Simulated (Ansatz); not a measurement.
**Mg5Zr: relaxing a made-up structure**

This structure for Mg5Zr is made up. Its elements were placed in a known structure type with a cell scaled to their sizes. What cell does the guess relax to, and how far off was it?

Method: DFT, PBE, plane-wave PAW, files of the set soft_1, scalar-relativistic, no spin, cell and ions relaxed at zero pressure; PAW set soft_1, in the first sound run; inputs show where later runs differ, in Ansatz 0.2.0.

## (1) Starting point

Symmetry: F-43m, No. 216, cubic system. Conventional cell: a = 8.295 Å, b = 8.295 Å, c = 8.295 Å, α = 90.00°, β = 90.00°, γ = 90.00°. Zr has 16 Mg at 3.44 to 3.59 Å nearest. Nearest to Mg lie 9 Mg at 2.93 to 3.44 Å and 3 Zr at 3.44 Å. Nearest to Mg lie 12 Mg at 3.44 Å and 4 Zr at 3.59 Å. Farther neighbours are not listed.

## (2) Relaxation of the guess

The guessed cell has no reason to be at equilibrium. It is relaxed with the atoms, within the space group of the guess.

The input, input.yaml:

```yaml
crystal:
  lattice:
    - [0.0, 4.1475, 4.1475]
    - [4.1475, 0.0, 4.1475]
    - [4.1475, 4.1475, 0.0]
  atoms:
    - { symbol: Zr, position: [0.0, 0.0, 0.0] }
    - { symbol: Mg, position: [0.6247, 0.6247, 0.1259] }
    - { symbol: Mg, position: [0.6247, 0.1259, 0.6247] }
    - { symbol: Mg, position: [0.6247, 0.6247, 0.6247] }
    - { symbol: Mg, position: [0.1259, 0.6247, 0.6247] }
    - { symbol: Mg, position: [0.25, 0.25, 0.25] }
kpoints:
  mp_grid: { grid: [6, 6, 6] }
scf:
  occupations: { method: fermi_dirac, width: 0.05 }
hamiltonian:
  xc: pbe
  pseudopotentials: { kind: paw, azcp: { folder: soft_1 } }
relax:
  f_tol: 0.015
  max_steps: 70
  cell: {}
output:
  forces: true
  stress: true
```

Run with:

```console
> ansatz run input.yaml --threads 4 --pin off --max-ram 10240MiB --backend cpu --events-out ev --progress --plain --runs-dir out
```

Numbers of over 12 decimals in the logs are rounded to 6 here.

Log:

```text
Engine: ansatz 0.2.0, x86_64-unknown-linux-gnu
Pseudopotentials: kind: paw
Pseudopotential: Zr, paw, valence charge 12, recommended cutoff 420 eV (normal), soft_1/Zr.paw.azcp
Pseudopotential: Mg, paw, valence charge 10, recommended cutoff 420 eV (normal), soft_1/Mg.paw.azcp
Functional definition: PBE
  parameter kappa = 0.804
  parameter beta = 0.066725
  exchange = pbe_x(kappa = kappa, mu = beta*pi^2/3)
  correlation = pbe_c(beta = beta)
Crystal: 6 atoms, lattice volume = 142.689 Å³
Basis set: ecut = 420 eV, 2741 PW (Γ), exchange–correlation on 80×80×80 points (8 copies of the dense FFT grid, shifted against one another)
Bands: 38, of which v1, the nominal top of the filled ones, is band 31 counted from 1 (30 counted from 0)
Symmetry: 24 space group operations
Space group: F-43m (ITA 216), of the structure as read, at distance tolerance 5.2e-5 Å
k-points: 16 of 216 (time reversal used)
Non-local potential: Zr, projectors of the file, l = 0: 3, l = 1: 2, l = 2: 2, l = 3: 1
Non-local potential: Mg, projectors of the file, l = 0: 3, l = 1: 2, l = 2: 1
PAW form: soft (Blöchl's): semilocal exchange-correlation on the pseudo side does not see the compensation charge
PAW one-centre angular grid: Zr, 590 points (default); XC on 64 Gauss nodes
PAW one-centre angular grid: Mg, 110 points (default); XC on 64 Gauss nodes
Initial density: superposition of atomic densities (chi_scale 0.1, normalization cell, long waves kept (reshape's long-wave potential 0.00 eV rms))
Initial wavefunctions: pseudopotential atomic-orbital guess
Functional: x = pbe(κ = 0.804, μ = 0.219515), c = pbe(β = 0.066725)
SCF iter   1: F=—  HF=-13801.846857 eV  |F-HF|=—  |Δ(HF+E_count)|=         —  Δρ=1.57e-2  dr2=6.30e-1  ethr=3.10e-3  ⟨swp⟩=6.6  Hψ=2357  notcnv=0
preconditioner: auto → Kerker (q_TF=auto, 2.374 Å⁻¹)  [metal: Δε(μ)=0.024 eV  Ē_g=4.023 eV  σ=0.050 eV  W_gap=0.12  n_scr=26 (ndim 8)  ℏωp=11.6 eV  f_vac=0.000  D(μ)=6.67/eV (n_scr^D=58)]
SCF iter   2: F=—  HF=-13801.789198 eV  |F-HF|=—  |Δ(HF+E_count)|=   5.77e-2  Δρ=1.11e-2  dr2=3.25e-1  ethr=1.02e-3  ⟨swp⟩=2.0  Hψ=802  notcnv=0
SCF iter   3: F=—  HF=-13801.705932 eV  |F-HF|=—  |Δ(HF+E_count)|=   8.33e-2  Δρ=1.89e-3  dr2=7.83e-3  ethr=5.24e-4  ⟨swp⟩=2.1  Hψ=830  notcnv=0
SCF iter   4: F=—  HF=-13801.704278 eV  |F-HF|=—  |Δ(HF+E_count)|=   1.65e-3  Δρ=4.62e-4  dr2=4.91e-4  ethr=1.26e-5  ⟨swp⟩=2.1  Hψ=1038  notcnv=0
SCF iter   5: F=—  HF=-13801.704127 eV  |F-HF|=—  |Δ(HF+E_count)|=   1.51e-4  Δρ=1.84e-4  dr2=8.90e-5  ethr=7.92e-7  ⟨swp⟩=2.4  Hψ=1098  notcnv=0
SCF iter   6: F=—  HF=-13801.704095 eV  |F-HF|=—  |Δ(HF+E_count)|=   3.26e-5  Δρ=3.83e-5  dr2=3.62e-6  ethr=1.44e-7  ⟨swp⟩=2.1  Hψ=929  notcnv=0
SCF iter   7: F=—  HF=-13801.704094 eV  |F-HF|=—  |Δ(HF+E_count)|=   2.98e-7  Δρ=8.88e-6  dr2=1.74e-7  ethr=5.83e-9  ⟨swp⟩=1.8  Hψ=646  notcnv=0
SCF iter   8: F=-13801.704094 eV  HF=-13801.704094 eV  |F-HF|=1.99e-9  |Δ(HF+E_count)|=   5.38e-9  Δρ=1.55e-6  dr2=4.29e-9  ethr=1.61e-10  ⟨swp⟩=4.3  Hψ=2121  notcnv=0
SCF 1 converged in 8 iterations: F = -13801.704094 eV  dr2 = 4.29e-9
  greatest PAW one-centre occupation: 1.000 electrons in one spin orbital (limit 2), on the Mg atom at site 4 (counted from 0), in its partial waves of l = 0
relax step   1: F+E_penalty+E_count = -13801.70409425 eV  Δ(F+E_penalty+E_count) = +0.000e0 eV  max|allowed force component| = 1.392e-1 eV/Å  Δτ_max = 0.0000 Å  P = -1.802 GPa  Ω = 142.689 Å³  (8 SCF iters, dr2 threshold 1.00e-7 eV, accepted)
Crystal: 6 atoms, lattice volume = 136.799 Å³
Basis set: ecut = 420 eV, 2685 PW (Γ), exchange–correlation on 80×80×80 points (8 copies of the dense FFT grid, shifted against one another)
Initial density: handed on by an earlier stage of this run
Initial wavefunctions: those handed on with the density
iter 1 solved again at ethr=2.62e-5 eV; its pass at ethr=3.10e-3 eV (dr2=1.63e-2 eV) is discarded
SCF iter   1: F=—  HF=-13801.749741 eV  |F-HF|=—  |Δ(HF+E_count)|=         —  Δρ=1.75e-3  dr2=1.60e-2  ethr=2.62e-5  ⟨swp⟩=2.0  Hψ=2881  notcnv=0
preconditioner: auto → Kerker (q_TF=auto, 2.391 Å⁻¹)  [metal: Δε(μ)=0.055 eV  Ē_g=4.112 eV  σ=0.050 eV  W_gap=0.25  n_scr=26 (ndim 8)  ℏωp=11.9 eV  f_vac=0.000  D(μ)=6.19/eV (n_scr^D=58)]
SCF iter   2: F=—  HF=-13801.746740 eV  |F-HF|=—  |Δ(HF+E_count)|=   3.00e-3  Δρ=1.09e-3  dr2=6.14e-3  ethr=2.59e-5  ⟨swp⟩=1.0  Hψ=608  notcnv=0
SCF iter   3: F=—  HF=-13801.744969 eV  |F-HF|=—  |Δ(HF+E_count)|=   1.77e-3  Δρ=2.46e-4  dr2=3.54e-4  ethr=9.90e-6  ⟨swp⟩=2.0  Hψ=705  notcnv=0
SCF iter   4: F=—  HF=-13801.744898 eV  |F-HF|=—  |Δ(HF+E_count)|=   7.06e-5  Δρ=7.21e-5  dr2=1.12e-5  ethr=5.71e-7  ⟨swp⟩=2.0  Hψ=753  notcnv=0
SCF iter   5: F=—  HF=-13801.744893 eV  |F-HF|=—  |Δ(HF+E_count)|=   4.98e-6  Δρ=2.07e-5  dr2=1.01e-6  ethr=1.80e-8  ⟨swp⟩=2.2  Hψ=958  notcnv=0
SCF iter   6: F=-13801.744893 eV  HF=-13801.744893 eV  |F-HF|=6.05e-8  |Δ(HF+E_count)|=   2.17e-7  Δρ=7.02e-6  dr2=1.06e-7  ethr=9.68e-10  ⟨swp⟩=4.0  Hψ=1901  notcnv=0
SCF 2 converged in 6 iterations: F = -13801.744893 eV  dr2 = 1.06e-7
relax step   2: F+E_penalty+E_count = -13801.74489312 eV  Δ(F+E_penalty+E_count) = -4.080e-2 eV  max|allowed force component| = 7.880e-2 eV/Å  Δτ_max = 0.0280 Å  P = +0.035 GPa  Ω = 136.799 Å³  energy of the carried Pulay correction = +2.525e-4 eV  (6 SCF iters, dr2 threshold 6.00e-7 eV, accepted)
Crystal: 6 atoms, lattice volume = 136.733 Å³
iter 1 solved again at ethr=2.49e-6 eV; its pass at ethr=3.10e-3 eV (dr2=1.54e-3 eV) is discarded
SCF iter   1: F=—  HF=-13801.747948 eV  |F-HF|=—  |Δ(HF+E_count)|=         —  Δρ=5.56e-4  dr2=1.55e-3  ethr=2.49e-6  ⟨swp⟩=2.8  Hψ=2374  notcnv=0
preconditioner: auto → Kerker (q_TF=auto, 2.391 Å⁻¹)  [metal: Δε(μ)=0.061 eV  Ē_g=4.112 eV  σ=0.050 eV  W_gap=0.28  n_scr=26 (ndim 8)  ℏωp=11.9 eV  f_vac=0.000  D(μ)=6.11/eV (n_scr^D=58)]
SCF iter   2: F=—  HF=-13801.747672 eV  |F-HF|=—  |Δ(HF+E_count)|=   2.75e-4  Δρ=3.49e-4  dr2=6.24e-4  ethr=2.49e-6  ⟨swp⟩=1.0  Hψ=608  notcnv=0
SCF iter   3: F=—  HF=-13801.747500 eV  |F-HF|=—  |Δ(HF+E_count)|=   1.73e-4  Δρ=6.69e-5  dr2=2.36e-5  ethr=1.01e-6  ⟨swp⟩=2.0  Hψ=713  notcnv=0
SCF iter   4: F=—  HF=-13801.747504 eV  |F-HF|=—  |Δ(HF+E_count)|=   4.32e-6  Δρ=1.47e-5  dr2=3.50e-7  ethr=6.26e-10  ⟨swp⟩=4.0  Hψ=2376  notcnv=0
SCF iter   5: F=-13801.747503 eV  HF=-13801.747503 eV  |F-HF|=9.31e-9  |Δ(HF+E_count)|=   4.50e-7  Δρ=4.26e-6  dr2=3.40e-8  ethr=5.65e-10  ⟨swp⟩=3.0  Hψ=1951  notcnv=0
SCF 3 converged in 5 iterations: F = -13801.747503 eV  dr2 = 3.40e-8
relax step   3: F+E_penalty+E_count = -13801.74750337 eV  Δ(F+E_penalty+E_count) = -2.610e-3 eV  max|allowed force component| = 1.138e-2 eV/Å  Δτ_max = 0.0114 Å  P = +0.029 GPa  Ω = 136.733 Å³  energy of the carried Pulay correction = +2.553e-4 eV  (5 SCF iters, dr2 threshold 3.88e-7 eV, accepted)
Initial wavefunctions: pseudopotential atomic-orbital guess (no wavefunctions were taken with the density)
iter 1 solved again at ethr=4.84e-8 eV; its pass at ethr=3.10e-3 eV (dr2=3.00e-5 eV) is discarded
SCF iter   1: F=—  HF=-13801.747195 eV  |F-HF|=—  |Δ(HF+E_count)|=         —  Δρ=2.14e-5  dr2=1.20e-7  ethr=4.84e-8  ⟨swp⟩=3.7  Hψ=4114  notcnv=0
preconditioner: auto → Kerker (q_TF=auto, 2.391 Å⁻¹)  [metal: Δε(μ)=0.060 eV  Ē_g=4.112 eV  σ=0.050 eV  W_gap=0.27  n_scr=26 (ndim 8)  ℏωp=11.9 eV  f_vac=0.000  D(μ)=6.12/eV (n_scr^D=58)]
SCF iter   2: F=—  HF=-13801.747203 eV  |F-HF|=—  |Δ(HF+E_count)|=   7.54e-6  Δρ=1.03e-5  dr2=3.48e-8  ethr=1.93e-10  ⟨swp⟩=2.1  Hψ=1104  notcnv=0
SCF iter   3: F=—  HF=-13801.747203 eV  |F-HF|=—  |Δ(HF+E_count)|=   4.97e-8  Δρ=2.36e-6  dr2=5.31e-9  ethr=5.62e-11  ⟨swp⟩=2.9  Hψ=1265  notcnv=0
SCF iter   4: F=—  HF=-13801.747203 eV  |F-HF|=—  |Δ(HF+E_count)|=   2.05e-9  Δρ=6.38e-7  dr2=9.53e-10  ethr=8.57e-12  ⟨swp⟩=2.1  Hψ=690  notcnv=0
SCF iter   5: F=—  HF=-13801.747203 eV  |F-HF|=—  |Δ(HF+E_count)|=  1.16e-10  Δρ=2.67e-7  dr2=6.41e-11  ethr=1.54e-12  ⟨swp⟩=1.9  Hψ=669  notcnv=0
SCF iter   6: F=-13801.747203 eV  HF=-13801.747203 eV  |F-HF|=5.46e-12  |Δ(HF+E_count)|=  2.55e-11  Δρ=2.64e-8  dr2=1.87e-12  ethr=1.00e-12  ⟨swp⟩=4.2  Hψ=2103  notcnv=0
SCF 4 converged in 6 iterations: F = -13801.747203 eV  dr2 = 1.87e-12
relax step   4: F+E_penalty+E_count = -13801.74720307 eV  Δ(F+E_penalty+E_count) = +3.003e-4 eV  max|allowed force component| = 1.141e-2 eV/Å  Δτ_max = 0.0000 Å  P = +0.031 GPa  Ω = 136.733 Å³  stress off target by 3.11e-2 GPa  SCF on the basis re-selected at this cell (its energy is not comparable with the rows above)  (6 SCF iters)
basis re-selected at this cell: Δ(F+E_penalty+E_count) = +3.003e-4 eV, ΔP = +0.002 GPa vs the last step (what re-selecting the basis moved, of the pressure what is left beyond the Pulay correction that the steps carried, after the strain that the cell walked since its last selection, with what the two solves' SCF thresholds leave and, on support functions, any second-order correction that the steps lacked; it is no m [...]
SCF converged after 6 iterations
Free energy (F): -13801.747203 eV
Harris-Foulkes:  -13801.747203 eV  (|F-HF|=5.46e-12)
Internal energy: -13801.697039 eV  (E = F + TS)
E sigma→0 (E₀):  -13801.722121 eV
Entropy (-TS):   -0.050164 eV (-8.361 meV/atom)
Fermi energy:    6.993654 eV
--- Per-component energies (eV) ---
  E_band       = -1890.846256
  E_kinetic    = 659.333603
  E_local      = -9227.112601  (includes V_loc(G=0)·N_el)
  E_nonlocal   = 1051.485697
  E_hartree    = 3142.170939
  E_xc         = -283.460793
  E_vxc        = -348.811045  (∫ρ·V_xc dr)
  E_paw        = -4468.208032  (= ΣΔE_a)
  E_vpaw       = -310.082950  (= ΣTr[D̂ρ^β])
  E_aug_tail   = -0.000793  (compensation charges beyond the density's cutoff)
  E_ewald      = -4675.905060
  E_smearing   = -0.050164  (= −TS)
  E_closure    = 0.000000  (closes the sum)
  Σ components = -13801.747203   (vs F -13801.747203, Δ=0.00e0)
--- Forces (eV/Å), atoms counted from 1 ---
  atom   1  Zr    -0.00000000    -0.00000000    -0.00000000
  atom   2  Mg    -0.01141112    -0.01141112     0.01141112
  atom   3  Mg    -0.01141112     0.01141112    -0.01141112
  atom   4  Mg     0.01141112     0.01141112     0.01141112
  atom   5  Mg     0.01141112    -0.01141112    -0.01141112
  atom   6  Mg    -0.00000000     0.00000000     0.00000000
  max |Σ_I F_I| component: 3.76e-17 eV/Å
--- Stress (GPa, compression-positive) ---
        0.031078      -0.000000      -0.000000
       -0.000000       0.031078       0.000000
       -0.000000      -0.000000       0.031078
  P = ⅓ Tr σ = 0.0311 GPa (0.311 kbar)
--- Relaxed structure (3 steps of the walk, 3 accepted, 1 SCFs on fresh bases) ---
  F+E_penalty+E_count = -13801.74720307 eV   max|allowed force component| = 1.141e-2 eV/Å   (the final SCF, on the basis selected at the relaxed cell)
  cell:  # Å, volume = 136.7331 Å³
    - [0, 4.088976, 4.088976]
    - [4.088976, 0, 4.088976]
    - [4.088976, 4.088976, 0]
  atoms:
    - { symbol: Zr, position: [-6.448138297281682e-19, 1.2199180562424815e-19, 2.614110120519602e-19] }
    - { symbol: Mg, position: [0.625856, 0.625856, 0.122432] }
    - { symbol: Mg, position: [0.625856, 0.122432, 0.625856] }
    - { symbol: Mg, position: [0.625856, 0.625856, 0.625856] }
    - { symbol: Mg, position: [0.122432, 0.625856, 0.625856] }
    - { symbol: Mg, position: [0.250000, 0.250000, 0.250000] }
```

Wall time 6.1 s (4 threads of Intel Xeon Platinum 8488C (Sapphire Rapids), shared host); peak memory 0.48 GiB; 19 s of CPU time.

The steps of the relaxation:

```csv
step,energy less that of the first step (eV),largest force component (eV/Å),pressure (GPa),volume (Å³)
1,0.0000,0.1392,-1.80,142.69
2,-0.0408,0.0788,0.03,136.80
3,-0.0434,0.0114,0.03,136.73
4*,-0.0431,0.0114,0.03,136.73
```

Relaxation steps marked * repeat the geometry before them on a plane-wave basis chosen anew for their cell, so energy and pressure can jump there.

Forces are held to the 24 operations that the run works with; a distortion that breaks them can't arise in this run.

```csv
"conventional cell, symmetrised",before,after,change
a (Å),8.295,8.178,-1.4 %
b (Å),8.295,8.178,-1.4 %
c (Å),8.295,8.178,-1.4 %
volume (Å³/atom),23.78,22.79,-4.2 %
```

The atoms that moved most (Å, as changes of fractional coordinates times the final cell):

```csv
atom,dx,dy,dz,length
Mg2,-0.009,-0.009,0.009,0.016
Mg3,-0.009,0.009,-0.009,0.016
Mg5,0.009,-0.009,-0.009,0.016
Mg4,0.009,0.009,0.009,0.016
```

The relaxed structure:

```xyz
6
Lattice="0.0000 4.0890 4.0890 4.0890 0.0000 4.0890 4.0890 4.0890 0.0000" Properties=species:S:1:pos:R:3 pbc="T T T"
Zr    0.0000    0.0000    0.0000
Mg    3.0597    3.0597    5.1182
Mg    3.0597    5.1182    3.0597
Mg    5.1182    5.1182    5.1182
Mg    5.1182    3.0597    3.0597
Mg    2.0445    2.0445    2.0445
```

Numbers from this step:

* free energy: -13801.7472 eV
* energy at zero smearing: -13801.7221 eV
* smearing term TS: 0.05016 eV
* Fermi energy: 6.994 eV
* electrons: 62
* symmetry operations: 24
* pressure: 0.03108 GPa

Shortest distances by pair of elements, guess and relaxed (not always the same contact):

| pair | guess (Å) | relaxed (Å) |
| --- | --- | --- |
| Mg–Mg | 2.926 | 2.872 |
| Mg–Zr | 3.440 | 3.388 |

The relaxation ends with a largest force component of 0.011 eV/Å and a pressure of 0.03 GPa.

(Part 1 of 2 ends here.)

[Logs are printed without paths, hosts, clocks, repeated set-up lines and the standing remarks that a program may print on its own settings, such as how far it seeks lower states.]

[Hosts, paths, dates, database ids (printed as entryN), source tags and the programs' standing remarks are cut or masked in the printed files.]
